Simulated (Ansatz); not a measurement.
# TlSe4Cl (built on the sites of a database entry of TlClO4): from the cell to its phonons, part 2 of 2

Wanted: phonon frequencies of TlSe4Cl (built on the sites of a database entry of TlClO4) and what follows from them.

Ansatz 0.2.0; DFT PBEsol, scalar-relativistic, plane waves, PAW.

So far, highest frequency on the path or at a solved wavevector (cm⁻¹): step 6 (response at finite wavevector) 235.

The structure was built from a prototype and need not be the compound's stable phase.

## Step 7: Isotope substitution, element Cl, natural mass 35.45 amu (continued)

The same force constants with the mass of Cl changed from 35.450 to 36.966 u (phonopy, no LO-TO term). Both lists are sorted by frequency; levels can cross, so a row need not hold one and the same mode. Modes under 3 cm⁻¹ are left out. Isotope shifts, by row, the first 40 of 51 rows:

```csv
q,rank,natural mass (cm⁻¹),changed mass (cm⁻¹)
0 0 0,1,-125.3,-125.2
0 0 0,2,-125.3,-125.2
0 0 0,3,-125.3,-125.2
0 0 0,4,-116.9,-116.9
0 0 0,5,-116.9,-116.9
0 0 0,6,-33.75,-33.73
0 0 0,7,-33.75,-33.73
0 0 0,8,-33.75,-33.73
0 0 0,9,-13.31,-13.31
0 0 0,10,-13.31,-13.31
0 0 0,11,-13.31,-13.31
0 0 0,15,149.7,146.8
0 0 0,16,149.7,146.8
0 0 0,17,149.7,146.8
0 0 0,18,234.8,234.8
0 0 -0.5,1,-154.3,-154.1
0 0 -0.5,2,-144.9,-144.8
0 0 -0.5,3,-144.9,-144.8
0 0 -0.5,4,-108.9,-108.9
0 0 -0.5,5,-108.9,-108.9
0 0 -0.5,6,-69.86,-69.84
0 0 -0.5,7,-69.86,-69.84
0 0 -0.5,8,-35.46,-35.46
0 0 -0.5,9,-29.83,-29.82
0 0 -0.5,10,-29.83,-29.82
0 0 -0.5,11,-22.81,-22.81
0 0 -0.5,12,5.58,5.57
0 0 -0.5,13,5.58,5.57
0 0 -0.5,14,45.35,45.32
0 0 -0.5,15,152.1,149.4
0 0 -0.5,16,152.1,149.4
0 0 -0.5,17,156,153.4
0 0 -0.5,18,233.2,232.7
0 -0.5 -0.5,1,-168.3,-168
0 -0.5 -0.5,2,-168.3,-168
0 -0.5 -0.5,3,-123.5,-123.5
0 -0.5 -0.5,4,-123.5,-123.4
0 -0.5 -0.5,5,-95.78,-95.78
0 -0.5 -0.5,6,-71.55,-71.48
0 -0.5 -0.5,7,-71.55,-71.48
```

A mode of this element alone would shift by -2.07 %. The highest zone-centre frequency without the field goes from 234.8 to 234.8 cm⁻¹ (+0.0 %).

## Step 8: Another isotope, element Se, natural mass 78.971 amu

The same for Se, from 78.97 to 81.92 u.

The same force constants with the mass of Se changed from 78.971 to 81.917 u (phonopy, no LO-TO term). Both lists are sorted by frequency; levels can cross, so a row need not hold one and the same mode. Modes under 3 cm⁻¹ are left out. Isotope shifts, by row, the first 40 of 51 rows:

```
          q  rank  natural mass (cm⁻¹)  changed mass (cm⁻¹)
      0 0 0     1               -125.3               -123.1
      0 0 0     2               -125.3               -123.1
      0 0 0     3               -125.3               -123.1
      0 0 0     4               -116.9               -114.7
      0 0 0     5               -116.9               -114.7
      0 0 0     6               -33.75               -33.52
      0 0 0     7               -33.75               -33.52
      0 0 0     8               -33.75               -33.52
      0 0 0     9               -13.31               -13.07
      0 0 0    10               -13.31               -13.07
      0 0 0    11               -13.31               -13.07
      0 0 0    15                149.7                149.4
      0 0 0    16                149.7                149.4
      0 0 0    17                149.7                149.4
      0 0 0    18                234.8                230.5
   0 0 -0.5     1               -154.3               -151.7
   0 0 -0.5     2               -144.9               -142.4
   0 0 -0.5     3               -144.9               -142.4
   0 0 -0.5     4               -108.9               -106.9
   0 0 -0.5     5               -108.9               -106.9
   0 0 -0.5     6               -69.86                -68.7
   0 0 -0.5     7               -69.86                -68.7
   0 0 -0.5     8               -35.46               -35.43
   0 0 -0.5     9               -29.83               -29.65
   0 0 -0.5    10               -29.83               -29.65
   0 0 -0.5    11               -22.81                -22.4
   0 0 -0.5    12                 5.58                 5.51
   0 0 -0.5    13                 5.58                 5.51
   0 0 -0.5    14                45.35                 44.6
   0 0 -0.5    15                152.1                151.7
   0 0 -0.5    16                152.1                151.7
   0 0 -0.5    17                  156                155.3
   0 0 -0.5    18                233.2                229.5
0 -0.5 -0.5     1               -168.3               -165.6
0 -0.5 -0.5     2               -168.3               -165.6
0 -0.5 -0.5     3               -123.5               -121.3
0 -0.5 -0.5     4               -123.5               -121.2
0 -0.5 -0.5     5               -95.78               -94.04
0 -0.5 -0.5     6               -71.55                -70.4
0 -0.5 -0.5     7               -71.55                -70.4
```

A mode of this element alone would shift by -1.81 %. The highest zone-centre frequency without the field goes from 234.8 to 230.5 cm⁻¹ (-1.8 %).

## Step 9: Isotope substitution, element Tl, natural mass 204.38 amu

The same for Tl, from 204.38 to 202.97 u.

The same force constants with the mass of Tl changed from 204.380 to 202.972 u (phonopy, no LO-TO term). Both lists are sorted by frequency; levels can cross, so a row need not hold one and the same mode. Modes under 3 cm⁻¹ are left out. Isotope shifts, by row, the first 40 of 51 rows:

```csv
q,rank,natural mass (cm⁻¹),changed mass (cm⁻¹)
0 0 0,1,-125.3,-125.3
0 0 0,2,-125.3,-125.3
0 0 0,3,-125.3,-125.3
0 0 0,4,-116.9,-116.9
0 0 0,5,-116.9,-116.9
0 0 0,6,-33.75,-33.82
0 0 0,7,-33.75,-33.82
0 0 0,8,-33.75,-33.82
0 0 0,9,-13.31,-13.31
0 0 0,10,-13.31,-13.31
0 0 0,11,-13.31,-13.31
0 0 0,15,149.7,149.7
0 0 0,16,149.7,149.7
0 0 0,17,149.7,149.7
0 0 0,18,234.8,234.8
0 0 -0.5,1,-154.3,-154.3
0 0 -0.5,2,-144.9,-144.9
0 0 -0.5,3,-144.9,-144.9
0 0 -0.5,4,-108.9,-108.9
0 0 -0.5,5,-108.9,-108.9
0 0 -0.5,6,-69.86,-69.88
0 0 -0.5,7,-69.86,-69.88
0 0 -0.5,8,-35.46,-35.58
0 0 -0.5,9,-29.83,-29.9
0 0 -0.5,10,-29.83,-29.9
0 0 -0.5,11,-22.81,-22.81
0 0 -0.5,12,5.58,5.59
0 0 -0.5,13,5.58,5.59
0 0 -0.5,14,45.35,45.36
0 0 -0.5,15,152.1,152.1
0 0 -0.5,16,152.1,152.1
0 0 -0.5,17,156,156
0 0 -0.5,18,233.2,233.2
0 -0.5 -0.5,1,-168.3,-168.3
0 -0.5 -0.5,2,-168.3,-168.3
0 -0.5 -0.5,3,-123.5,-123.5
0 -0.5 -0.5,4,-123.5,-123.5
0 -0.5 -0.5,5,-95.78,-95.78
0 -0.5 -0.5,6,-71.55,-71.56
0 -0.5 -0.5,7,-71.55,-71.56
```

A mode of this element alone would shift by +0.35 %. The highest zone-centre frequency without the field goes from 234.8 to 234.8 cm⁻¹ (+0.0 %).

## Step 10: What came out

- space group after relaxation (within 0.01 Å): F-43m
- volume per atom: 38.1 Å³
- electronic character: no gap on this mesh
- highest optical mode at the zone centre (no LO-TO term): 235 cm⁻¹
- lowest optical zone-centre mode: -125 cm⁻¹
- lowest mode on the q mesh (acoustic modes at Γ apart): -168 cm⁻¹
- highest frequency on the path or at a solved wavevector: 235 cm⁻¹
- imaginary modes on the 2×2×2 q mesh: yes

Modes are clearly imaginary (beyond 10i cm⁻¹) at 3 of the 3 irreducible wavevectors, most at q = (0, -0.5, -0.5) (168.3i cm⁻¹), so this structure is not a minimum of the energy. The optical modes at Γ span -125 to 235 cm⁻¹ (negative means imaginary). The highest mode in this list at Γ, 234.8 cm⁻¹, is mostly motion of Se (100 % of the kinetic energy). With no gap, or one that is small against the smearing, the frequencies hang on the k mesh and the smearing, most of all near Kohn anomalies. A semilocal functional can close a gap that the real compound would have, so the metallic treatment may be an artefact of the level. Spin-orbit coupling is left out, which can matter for the heavy elements here. A phonon run warned that its eigensolver left some bands unconverged in a pass. The starting cell was built on a prototype and not taken from a measurement, so the phase need not exist. These are harmonic frequencies at zero temperature: anharmonic shifts, linewidths and thermal expansion are left out.

[Logs are printed without paths, hosts, clocks, repeated set-up lines and the standing remarks that a program may print on its own settings, such as how far it seeks lower states.]

[Hosts, paths, dates, database ids (printed as entryN), source tags and the programs' standing remarks are cut or masked in the printed files.]
